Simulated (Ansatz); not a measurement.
# (KBr)1(NaI)2 [001] superlattice, started as rocksalt type: phonons and vibrational spectra

How does (KBr)1(NaI)2 [001] superlattice, started as rocksalt type vibrate, and is this structure a minimum?

Main program and level: Ansatz 0.2.0; DFT PBEsol, scalar-relativistic, plane waves, PAW.

The structure was built from a prototype and need not be the compound's stable phase.

## (1) Starting point

It takes space group I4/mmm (No. 139, tetragonal). Conventional cell: a = 4.606 Å, b = 4.606 Å, c = 19.540 Å, α = 90.00°, β = 90.00°, γ = 90.00°. Nearest to Br lie 2 Na at 3.26 Å and 4 K at 3.26 Å. I has 1 K at 3.26 Å and 5 Na at 3.26 Å nearest. Nearest to K lie 2 I at 3.26 Å and 4 Br at 3.26 Å. Nearest to Na lie 1 Br at 3.26 Å and 5 I at 3.26 Å. Farther neighbours and most contacts between anions are not listed.

## (2) Relaxation

The cell and atoms are relaxed, since residual forces and stress would shift the frequencies.

File input.yaml:

```yaml
crystal:
  lattice:
    - [3.25667, 3.25667, 0.0]
    - [-3.25667, 3.25667, 0.0]
    - [3.25667, 0.0, 9.77]
  atoms:
    - { symbol: Br, position: [0.5, 0.5, 0.0] }
    - { symbol: I, position: [0.833333, 0.166667, 0.333333] }
    - { symbol: I, position: [0.166667, 0.833333, 0.666667] }
    - { symbol: K, position: [0.0, 0.0, 0.0] }
    - { symbol: Na, position: [0.333333, 0.666667, 0.333333] }
    - { symbol: Na, position: [0.666667, 0.333333, 0.666667] }
kpoints:
  mp_grid: { grid: [4, 4, 4] }
hamiltonian:
  xc: pbesol
scf:
  occupations: { method: gaussian, width: 0.02 }
output:
  forces: true
  stress: true
  eigenvalues: true
  write_density: true
  write_potential: true
  elf: true
  volumetric_format: npy
relax:
  adjacent_minimum: "off"
  f_tol: 0.005
  max_steps: 80
  cell: { stress_tol: 0.05 }
```

Started as:

```bash
ansatz run input.yaml --threads 4 --pin off --max-ram 14336MiB --backend cpu --events-out ev --progress --plain --runs-dir out
```

Numbers of over 12 decimals in the logs are rounded to 6 here.

The log of the run:

```text
Warning: the atoms were moved onto the symmetric positions of the space group found under crystal.symmetry.tolerance 1.0e-5 (fractional; no operation is sought that the atoms, as they stand in a round, miss by more than twice it, and no atom is moved by as much as it), and the run uses the moved positions. Before a round's move an operation carried an atom to 6.51e-6 Å from where it should land, the largest such dist [...]
Engine: ansatz 0.2.0, aarch64-unknown-linux-gnu
Pseudopotentials: kind: paw
Pseudopotential: Br, paw, valence charge 7, recommended cutoff 420 eV (normal), Br.paw.azcp
Pseudopotential: I, paw, valence charge 17, recommended cutoff 420 eV (normal), I.paw.azcp
Pseudopotential: K, paw, valence charge 9, recommended cutoff 420 eV (normal), K.paw.azcp
Pseudopotential: Na, paw, valence charge 9, recommended cutoff 420 eV (normal), Na.paw.azcp
Functional definition: PBEsol
  exchange = pbesol_x
  correlation = pbesol_c
Crystal: 6 atoms, lattice volume = 207.239 Å³
Basis set: ecut = 420 eV, 4057 PW (Γ), exchange–correlation on 64×64×144 points (8 copies of the dense FFT grid, shifted against one another)
Bands: 41, of which v1, the nominal top of the filled ones, is band 34 counted from 1 (33 counted from 0)
Symmetry: 16 space group operations
Space group: I4/mmm (ITA 139), of the structure as read, at distance tolerance 5.9e-5 Å
k-points: 13 of 64
Non-local potential: Br, projectors of the file, l = 0: 2, l = 1: 2, l = 2: 2
Non-local potential: I, projectors of the file, l = 0: 2, l = 1: 2, l = 2: 2, l = 3: 2
Non-local potential: K, projectors of the file, l = 0: 3, l = 1: 2, l = 2: 2
Non-local potential: Na, projectors of the file, l = 0: 3, l = 1: 2, l = 2: 1
PAW form: soft (Blöchl's): semilocal exchange-correlation on the pseudo side does not see the compensation charge
PAW frozen core: Br, regenerated for the run's functional, and the local potential with it (the file was generated under x = pbe(κ = 0.804, μ = 0.219515), c = pbe(β = 0.066725))
PAW frozen core: I, regenerated for the run's functional, and the local potential with it (the file was generated under x = pbe(κ = 0.804, μ = 0.219515), c = pbe(β = 0.066725))
PAW frozen core: K, regenerated for the run's functional, and the local potential with it (the file was generated under x = pbe(κ = 0.804, μ = 0.219515), c = pbe(β = 0.066725))
PAW frozen core: Na, regenerated for the run's functional, and the local potential with it (the file was generated under x = pbe(κ = 0.804, μ = 0.219515), c = pbe(β = 0.066725))
PAW one-centre angular grid: Br, 110 points (default); XC on 64 Gauss nodes
PAW one-centre angular grid: I, 590 points (default); XC on 64 Gauss nodes
PAW one-centre angular grid: K, 110 points (default); XC on 64 Gauss nodes
PAW one-centre angular grid: Na, 110 points (default); XC on 64 Gauss nodes
Initial density: superposition of atomic densities (neutral atoms: chi_scale 0, normalization atom), corrected by the library's trained network
Initial wavefunctions: pseudopotential atomic-orbital guess
Functional: x = pbesol(κ = 0.804, μ = 0.123457), c = pbesol(β = 0.046)
SCF iter   1: F=—  HF=-22077.222663 eV  |F-HF|=—  |Δ(HF+E_count)|=         —  Δρ=2.03e-3  dr2=6.76e-3  ethr=1.77e-3  ⟨swp⟩=10.5  Hψ=2502  notcnv=0
preconditioner: auto → Resta (q_TF=auto, 2.266 Å⁻¹)  ε∞=2.5  [insulator: Δε(μ)=3.647 eV  Ē_g=11.484 eV  σ=0.020 eV  W_gap=1.00  n_scr=42 (ndim 8)  ℏωp=14.1 eV  f_vac=0.072  D(μ)=0.00/eV (n_scr^D=0)  ε∞_Penn≈2.5]
SCF iter   2: F=—  HF=-22077.217456 eV  |F-HF|=—  |Δ(HF+E_count)|=   5.21e-3  Δρ=1.08e-3  dr2=2.75e-3  ethr=9.94e-6  ⟨swp⟩=2.6  Hψ=1159  notcnv=0  defer=27
SCF iter   3: F=—  HF=-22077.217421 eV  |F-HF|=—  |Δ(HF+E_count)|=   3.49e-5  Δρ=4.05e-4  dr2=4.71e-4  ethr=4.05e-6  ⟨swp⟩=2.2  Hψ=991  notcnv=0  defer=27
SCF iter   4: F=—  HF=-22077.217200 eV  |F-HF|=—  |Δ(HF+E_count)|=   2.21e-4  Δρ=1.32e-4  dr2=3.59e-5  ethr=6.93e-7  ⟨swp⟩=2.0  Hψ=922  notcnv=0  defer=27
SCF iter   5: F=—  HF=-22077.217353 eV  |F-HF|=—  |Δ(HF+E_count)|=   1.53e-4  Δρ=3.88e-5  dr2=5.36e-6  ethr=5.28e-8  ⟨swp⟩=2.0  Hψ=922  notcnv=0  defer=27
SCF iter   6: F=—  HF=-22077.217353 eV  |F-HF|=—  |Δ(HF+E_count)|=   3.58e-7  Δρ=1.10e-5  dr2=5.56e-7  ethr=7.89e-9  ⟨swp⟩=2.0  Hψ=922  notcnv=0  defer=27
SCF iter   7: F=-22077.217353 eV  HF=-22077.217353 eV  |F-HF|=6.57e-9  |Δ(HF+E_count)|=   1.28e-7  Δρ=2.43e-6  dr2=1.71e-8  ethr=1.47e-10  ⟨swp⟩=17.3  Hψ=4398  notcnv=0
SCF 1 converged in 7 iterations: F = -22077.217353 eV  dr2 = 1.71e-8
  Residual-converged pass: ⟨swp⟩=1.0  Hψ=585  notcnv=0  max |occ|·‖R‖ = 7.1e-9 eV (tolerance 1.0e-8 eV)  dr2=1.71e-8  dr2_onsite=1.27e-9  max |Δocc| = 0.0e0
  greatest PAW one-centre occupation: 0.999 electrons in one spin orbital (limit 2), on the Na atom at site 5 (counted from 0), in its partial waves of l = 0
relax step   1: F+E_penalty+E_count = -22077.21735287 eV  Δ(F+E_penalty+E_count) = +0.000e0 eV  max|allowed force component| = 3.371e-1 eV/Å  Δτ_max = 0.0000 Å  P = -0.219 GPa  Ω = 207.239 Å³  (7 SCF iters, dr2 threshold 1.00e-7 eV, accepted)
Crystal: 6 atoms, lattice volume = 205.684 Å³
Basis set: ecut = 420 eV, 4041 PW (Γ), exchange–correlation on 64×64×144 points (8 copies of the dense FFT grid, shifted against one another)
Initial density: handed on by an earlier stage of this run
Initial wavefunctions: those handed on with the density
iter 1 solved again at ethr=1.78e-4 eV; its pass at ethr=3.10e-3 eV (dr2=1.21e-1 eV) is discarded
SCF iter   1: F=—  HF=-22077.311504 eV  |F-HF|=—  |Δ(HF+E_count)|=         —  Δρ=6.53e-3  dr2=1.30e-1  ethr=1.78e-4  ⟨swp⟩=2.4  Hψ=2859  notcnv=0
preconditioner: auto → Resta (q_TF=auto, 2.269 Å⁻¹)  ε∞=2.5  [insulator: Δε(μ)=3.536 eV  Ē_g=11.552 eV  σ=0.020 eV  W_gap=1.00  n_scr=42 (ndim 8)  ℏωp=14.2 eV  f_vac=0.062  D(μ)=0.00/eV (n_scr^D=0)  ε∞_Penn≈2.5]
SCF iter   2: F=—  HF=-22077.274332 eV  |F-HF|=—  |Δ(HF+E_count)|=   3.72e-2  Δρ=3.01e-3  dr2=9.18e-3  ethr=1.78e-4  ⟨swp⟩=4.8  Hψ=1251  notcnv=0
SCF iter   3: F=—  HF=-22077.271202 eV  |F-HF|=—  |Δ(HF+E_count)|=   3.13e-3  Δρ=9.97e-4  dr2=1.03e-3  ethr=1.35e-5  ⟨swp⟩=3.0  Hψ=1108  notcnv=0
SCF iter   4: F=—  HF=-22077.270906 eV  |F-HF|=—  |Δ(HF+E_count)|=   2.96e-4  Δρ=8.56e-5  dr2=2.79e-5  ethr=1.52e-6  ⟨swp⟩=2.0  Hψ=785  notcnv=0
SCF iter   5: F=—  HF=-22077.270986 eV  |F-HF|=—  |Δ(HF+E_count)|=   8.02e-5  Δρ=2.60e-5  dr2=1.49e-6  ethr=4.10e-8  ⟨swp⟩=2.0  Hψ=754  notcnv=0
SCF iter   6: F=-22077.270987 eV  HF=-22077.270987 eV  |F-HF|=4.95e-10  |Δ(HF+E_count)|=   8.07e-7  Δρ=5.09e-6  dr2=5.42e-8  ethr=8.82e-10  ⟨swp⟩=14.5  Hψ=4839  notcnv=0
SCF 2 converged in 6 iterations: F = -22077.270987 eV  dr2 = 5.42e-8
  Residual-converged pass: ⟨swp⟩=1.1  Hψ=586  notcnv=0  max |occ|·‖R‖ = 7.1e-9 eV (tolerance 1.0e-8 eV)  dr2=5.42e-8  dr2_onsite=2.09e-8  max |Δocc| = 0.0e0
relax step   2: F+E_penalty+E_count = -22077.27098725 eV  Δ(F+E_penalty+E_count) = -5.363e-2 eV  max|allowed force component| = 4.960e-2 eV/Å  Δτ_max = 0.1262 Å  P = -0.243 GPa  Ω = 205.684 Å³  energy of the carried Pulay correction = +1.083e-4 eV  (6 SCF iters, dr2 threshold 6.00e-7 eV, accepted)
Crystal: 6 atoms, lattice volume = 203.785 Å³
Basis set: ecut = 420 eV, 4033 PW (Γ), exchange–correlation on 64×64×144 points (8 copies of the dense FFT grid, shifted against one another)
iter 1 solved again at ethr=7.34e-6 eV; its pass at ethr=3.10e-3 eV (dr2=4.99e-3 eV) is discarded
SCF iter   1: F=—  HF=-22077.277005 eV  |F-HF|=—  |Δ(HF+E_count)|=         —  Δρ=1.53e-3  dr2=5.78e-3  ethr=7.34e-6  ⟨swp⟩=2.7  Hψ=2744  notcnv=0
preconditioner: auto → Resta (q_TF=auto, 2.272 Å⁻¹)  ε∞=2.5  [insulator: Δε(μ)=3.574 eV  Ē_g=11.580 eV  σ=0.020 eV  W_gap=1.00  n_scr=42 (ndim 8)  ℏωp=14.2 eV  f_vac=0.061  D(μ)=0.00/eV (n_scr^D=0)  ε∞_Penn≈2.5]
SCF iter   2: F=—  HF=-22077.275173 eV  |F-HF|=—  |Δ(HF+E_count)|=   1.83e-3  Δρ=7.41e-4  dr2=8.77e-4  ethr=7.34e-6  ⟨swp⟩=3.0  Hψ=862  notcnv=0
SCF iter   3: F=—  HF=-22077.274799 eV  |F-HF|=—  |Δ(HF+E_count)|=   3.74e-4  Δρ=1.46e-4  dr2=4.34e-5  ethr=1.29e-6  ⟨swp⟩=2.0  Hψ=775  notcnv=0
SCF iter   4: F=—  HF=-22077.274895 eV  |F-HF|=—  |Δ(HF+E_count)|=   9.61e-5  Δρ=2.82e-5  dr2=2.92e-6  ethr=6.39e-8  ⟨swp⟩=2.2  Hψ=850  notcnv=0
SCF iter   5: F=—  HF=-22077.274895 eV  |F-HF|=—  |Δ(HF+E_count)|=   1.15e-7  Δρ=8.91e-6  dr2=1.70e-7  ethr=4.29e-9  ⟨swp⟩=2.2  Hψ=917  notcnv=0
SCF iter   6: F=-22077.274895 eV  HF=-22077.274895 eV  |F-HF|=3.62e-9  |Δ(HF+E_count)|=   7.59e-8  Δρ=2.39e-6  dr2=8.90e-9  ethr=2.32e-10  ⟨swp⟩=11.9  Hψ=3994  notcnv=0
SCF 3 converged in 6 iterations: F = -22077.274895 eV  dr2 = 8.90e-9
relax step   3: F+E_penalty+E_count = -22077.27489528 eV  Δ(F+E_penalty+E_count) = -3.908e-3 eV  max|allowed force component| = 3.255e-2 eV/Å  Δτ_max = 0.0210 Å  P = -0.119 GPa  Ω = 203.785 Å³  energy of the carried Pulay correction = +2.417e-4 eV  (6 SCF iters, dr2 threshold 1.58e-7 eV, accepted)
[...]
relax step   4: F+E_penalty+E_count = -22077.27697814 eV  Δ(F+E_penalty+E_count) = -2.083e-3 eV  max|allowed force component| = 2.625e-3 eV/Å  Δτ_max = 0.0327 Å  P = +0.023 GPa  Ω = 201.713 Å³  energy of the carried Pulay correction = +3.886e-4 eV  (6 SCF iters, dr2 threshold 6.62e-8 eV, accepted)
Initial wavefunctions: pseudopotential atomic-orbital guess (no wavefunctions were taken with the density)
iter 1 solved again at ethr=7.09e-7 eV; its pass at ethr=3.10e-3 eV (dr2=4.82e-4 eV) is discarded
SCF iter   1: F=—  HF=-22077.276443 eV  |F-HF|=—  |Δ(HF+E_count)|=         —  Δρ=1.66e-5  dr2=9.98e-8  ethr=7.09e-7  ⟨swp⟩=3.7  Hψ=3973  notcnv=0
eigensolver tolerance schedule: the retry pair's looser diagonalisation over-reported the residual by 4827.74 of it (diagonalisation noise at an unbounded share of the residual, at the tolerance the schedule requests for it); recorded, not acted on — ethr = c·dr2/N_el stays at c = 1.0e-1
preconditioner: auto → Resta (q_TF=auto, 2.276 Å⁻¹)  ε∞=2.5  [insulator: Δε(μ)=3.603 eV  Ē_g=11.608 eV  σ=0.020 eV  W_gap=1.00  n_scr=42 (ndim 8)  ℏωp=14.3 eV  f_vac=0.058  D(μ)=0.00/eV (n_scr^D=0)  ε∞_Penn≈2.5]
SCF iter   2: F=—  HF=-22077.276578 eV  |F-HF|=—  |Δ(HF+E_count)|=   1.36e-4  Δρ=7.81e-6  dr2=2.36e-8  ethr=1.47e-10  ⟨swp⟩=3.3  Hψ=1293  notcnv=0
SCF iter   3: F=—  HF=-22077.276578 eV  |F-HF|=—  |Δ(HF+E_count)|=   4.65e-8  Δρ=1.65e-6  dr2=1.92e-9  ethr=3.47e-11  ⟨swp⟩=2.1  Hψ=950  notcnv=0
SCF iter   4: F=—  HF=-22077.276578 eV  |F-HF|=—  |Δ(HF+E_count)|=   2.58e-9  Δρ=3.44e-7  dr2=2.20e-10  ethr=2.82e-12  ⟨swp⟩=2.1  Hψ=798  notcnv=0
SCF iter   5: F=-22077.276578 eV  HF=-22077.276578 eV  |F-HF|=4.00e-11  |Δ(HF+E_count)|=  2.40e-10  Δρ=9.98e-8  dr2=3.42e-11  ethr=1.00e-12  ⟨swp⟩=8.8  Hψ=2923  notcnv=0
SCF 5 converged in 5 iterations: F = -22077.276578 eV  dr2 = 3.42e-11
relax step   5: F+E_penalty+E_count = -22077.27657842 eV  Δ(F+E_penalty+E_count) = +3.997e-4 eV  max|allowed force component| = 2.618e-3 eV/Å  Δτ_max = 0.0000 Å  P = +0.024 GPa  Ω = 201.713 Å³  stress off target by 3.03e-2 GPa  SCF on the basis re-selected at this cell (its energy is not comparable with the rows above)  (5 SCF iters)
basis re-selected at this cell: Δ(F+E_penalty+E_count) = +3.997e-4 eV, ΔP = +0.001 GPa vs the last step (what re-selecting the basis moved, of the pressure what is left beyond the Pulay correction that the steps carried, after the strain that the cell walked since its last selection, with what the two solves' SCF thresholds leave and, on support functions, any second-order correction that the steps lacked; it is no m [...]
SCF converged after 5 iterations
Free energy (F): -22077.276578 eV
Harris-Foulkes:  -22077.276578 eV  (|F-HF|=4.00e-11)
Internal energy: -22077.276578 eV  (E = F + TS)
E sigma→0 (E₀):  -22077.276578 eV
Fermi energy:    4.454982 eV
--- Per-component energies (eV) ---
  E_band       = -1357.131482
  E_kinetic    = 1008.894290
  E_local      = -8022.197882  (includes V_loc(G=0)·N_el)
  E_nonlocal   = 139.418799
  E_hartree    = 3548.968302
  E_xc         = -727.094416
  E_vxc        = -624.945873  (∫ρ·V_xc dr)
  E_paw        = -12946.411947  (= ΣΔE_a)
  E_vpaw       = -956.237202  (= ΣTr[D̂ρ^β])
  E_aug_tail   = -0.000010  (compensation charges beyond the density's cutoff)
  E_ewald      = -5079.987541
  E_core_change = 1.133827  (= ΣΔE_core)
  E_smearing   = -0.000000  (= −TS)
  E_closure    = 0.000000  (closes the sum)
  Σ components = -22077.276578   (vs F -22077.276578, Δ=0.00e0)
--- Forces (eV/Å), atoms counted from 1 ---
  atom   1  Br    -0.00000000    -0.00000000     0.00000000
  atom   2  I      0.00000000     0.00000000    -0.00261752
  atom   3  I      0.00000000     0.00000000     0.00261752
  atom   4  K      0.00000000     0.00000000     0.00000000
  atom   5  Na     0.00000000     0.00000000    -0.00137132
  atom   6  Na     0.00000000     0.00000000     0.00137132
  max |Σ_I F_I| component: 1.14e-29 eV/Å
--- Stress (GPa, compression-positive) ---
        0.030341      -0.000000       0.000000
        0.000000       0.030341       0.000000
        0.000000       0.000000       0.011280
  P = ⅓ Tr σ = 0.0240 GPa (0.240 kbar)
--- Band table (eV; the first three rows and the last of 13) ---
  k-point 0: bands = [... 30 lower, 2.1070, 2.5445, 2.6534, 2.6534, 6.2565, 7.7727, 8.1277, 8.5196, ... 3 higher]
  k-point 1: bands = [... 30 lower, 2.1442, 2.3354, 2.6285, 2.6285, 6.5613, 7.6263, 8.0119, 8.3514, ... 3 higher]
  k-point 2: bands = [... 30 lower, 2.1823, 2.1823, 2.6005, 2.6005, 7.1950, 7.2253, 7.9413, 7.9548, ... 3 higher]
  k-point 12: bands = [... 30 lower, 1.8150, 1.8150, 1.9000, 2.0589, 7.5272, 7.9269, 8.1460, 8.1460, ... 3 higher]
--- Relaxed structure (4 steps of the walk, 4 accepted, 1 SCFs on fresh bases) ---
  F+E_penalty+E_count = -22077.27657842 eV   max|allowed force component| = 2.618e-3 eV/Å   (the final SCF, on the basis selected at the relaxed cell)
  cell:  # Å, volume = 201.7127 Å³
    - [3.220796, 3.220796, 0.0]
    - [-3.220796, 3.220796, 0.0]
    - [3.220796, 0, 9.722475]
  atoms:
    - { symbol: Br, position: [0.500000, 0.500000, -6.51039175562773e-19] }
    - { symbol: I, position: [0.826935, 0.173065, 0.346131] }
    - { symbol: I, position: [0.173065, 0.826935, 0.653869] }
    - { symbol: K, position: [3.255195877813874e-19, -3.255195877813867e-19, -6.51039175562773e-19] }
    - { symbol: Na, position: [0.339343, 0.660657, 0.321313] }
    - { symbol: Na, position: [0.660657, 0.339343, 0.678687] }
```

The job ended after 10 s (4 threads of Arm Neoverse V2, shared host; peak memory 0.6 GiB).

Relaxation path:

| step | energy less that of the first step (eV) | largest force component (eV/Å) | pressure (GPa) | volume (Å³) |
| --- | --- | --- | --- | --- |
| 1 | 0.0000 | 0.3372 | -0.22 | 207.24 |
| 2 | -0.0536 | 0.0496 | -0.24 | 205.68 |
| 3 | -0.0575 | 0.0326 | -0.12 | 203.79 |
| 4 | -0.0596 | 0.0026 | 0.02 | 201.71 |
| 5* | -0.0592 | 0.0026 | 0.02 | 201.71 |

Relaxation steps marked * repeat the geometry before them on a plane-wave basis chosen anew for their cell, so energy and pressure can jump there.

The run keeps the 16 symmetry operations that it works with, so distortions that break them were not tested.

| conventional cell, symmetrised | before | after | change |
| --- | --- | --- | --- |
| a (Å) | 4.606 | 4.555 | -1.1 % |
| b (Å) | 4.606 | 4.555 | -1.1 % |
| c (Å) | 19.540 | 19.445 | -0.5 % |
| volume (Å³/atom) | 34.54 | 33.62 | -2.7 % |

The atoms that moved most (Å, as changes of fractional coordinates times the final cell):

| atom | dx | dy | dz | length |
| --- | --- | --- | --- | --- |
| I2 | 0.000 | 0.000 | 0.124 | 0.124 |
| I3 | 0.000 | 0.000 | -0.124 | 0.124 |
| Na5 | 0.000 | 0.000 | -0.117 | 0.117 |
| Na6 | 0.000 | 0.000 | 0.117 | 0.117 |

Final coordinates:

```xyz
6
Lattice="3.2208 3.2208 0.0000 -3.2208 3.2208 0.0000 3.2208 0.0000 9.7225" Properties=species:S:1:pos:R:3 pbc="T T T"
Br    0.0000    3.2208    0.0000
I     3.2208    3.2208    3.3652
I     0.0000    3.2208    6.3572
K     0.0000    0.0000    0.0000
Na    0.0000    3.2208    3.1240
Na    3.2208    3.2208    6.5985
```

A gap read on the k-mesh alone can miss the band edges.

This step gave:

```yaml
pressure: 0.02399 GPa
gap_on_the_k_mesh: 3.603 eV
volume_per_atom: 33.62 Å³
direct_gap_on_mesh: 3.603 eV
```

Valence density in the ac plane of the conventional cell at fractional y = 0.000, with atoms of Br and I and K and Na within 0.2 Å of it. It is the smooth field of the valence electrons, not physical close to the nuclei.

Values in e/Å³, 24 rows by 14 columns, each cell a mean:
```
 3  2  1  0  0  0  0  0  0  0  0  0  1  3
 0  0  0  0  0  0  0  0  0  0  0  0  0  0
 0  0  0  0  0  0  0  0  0  0  0  0  0  0
 9  5  1  0  0  0  0  0  0  0  0  1  2  7
11  6  1  0  0  0  0  0  0  0  0  1  3  9
 1  0  0  0  0  0  0  0  0  0  0  0  0  0
 0  0  0  0  0  0  0  0  0  0  0  0  0  0
 8  3  0  0  0  0  0  0  0  0  0  0  1  6
10  4  0  0  0  0  0  0  0  0  0  0  1  7
 0  0  0  0  0  0  0  0  0  0  0  0  0  0
 0  0  0  0  0  0  0  0  0  0  0  0  0  0
 1  1  1  0  0  0  0  0  0  0  0  1  1  1
 1  1  1  0  0  0  0  0  0  0  0  1  1  1
 0  0  0  0  0  0  0  0  0  0  0  0  0  0
 0  0  0  0  0  0  0  0  0  0  0  0  0  0
13  6  1  0  0  0  0  0  0  0  0  0  2 10
 4  2  0  0  0  0  0  0  0  0  0  0  1  3
 0  0  0  0  0  0  0  0  0  0  0  0  0  0
 1  1  0  0  0  0  0  0  0  0  0  0  1  1
14  7  1  1  0  0  0  0  0  0  0  1  4 11
 6  3  1  0  0  0  0  0  0  0  0  1  2  4
 0  0  0  0  0  0  0  0  0  0  0  0  0  0
 0  0  0  0  0  0  0  0  0  0  0  0  0  0
 4  3  1  0  0  0  0  0  0  0  0  1  2  3
```
Columns run along a (4.6 Å), rows up along c (19.4 Å), edges of the conventional cell, whose origin can differ from the input's. Atoms in or near the plane, at fractional coordinates: Br at (0.00, 0.50), I at (0.00, 0.17), I at (0.00, 0.83), K at (0.00, 0.00), Na at (0.00, 0.66), Na at (0.00, 0.34).

Electrostatic potential energy in the ac plane of the conventional cell at fractional y = 0.000, with atoms of Br and I and K and Na within 0.2 Å of it. With pseudopotentials it is smooth inside the atoms' cores, unlike the true potential.

Ten even steps from '0' (-45 eV) to '9' (9 eV), each cell a mean:
```
23689999999752
89999999999998
88999999999988
87689999998667
87579999998668
78899999999987
99999999999999
24799999999863
13799999999862
89999999999999
88999999999998
00489999999710
02599999999831
99999999999999
88999999999998
02789999999850
46899999999874
99999999999999
77899999999877
98579999998669
76689999999767
89999999999998
88999999999988
02589999999731
```
Columns run along a (4.6 Å; values clipped at the 3rd and 97th percentile), rows up along c (19.4 Å), edges of the conventional cell, whose origin can differ from the input's. Atoms in or near the plane, at fractional coordinates: Br at (0.00, 0.50), I at (0.00, 0.17), I at (0.00, 0.83), K at (0.00, 0.00), Na at (0.00, 0.66), Na at (0.00, 0.34).

(Continued in part 2 of 3.)

[Logs are printed without paths, hosts, clocks, repeated set-up lines and the standing remarks that a program may print on its own settings, such as how far it seeks lower states.]

[Hosts, paths, dates, database ids (printed as entryN), source tags and the programs' standing remarks are cut or masked in the printed files.]
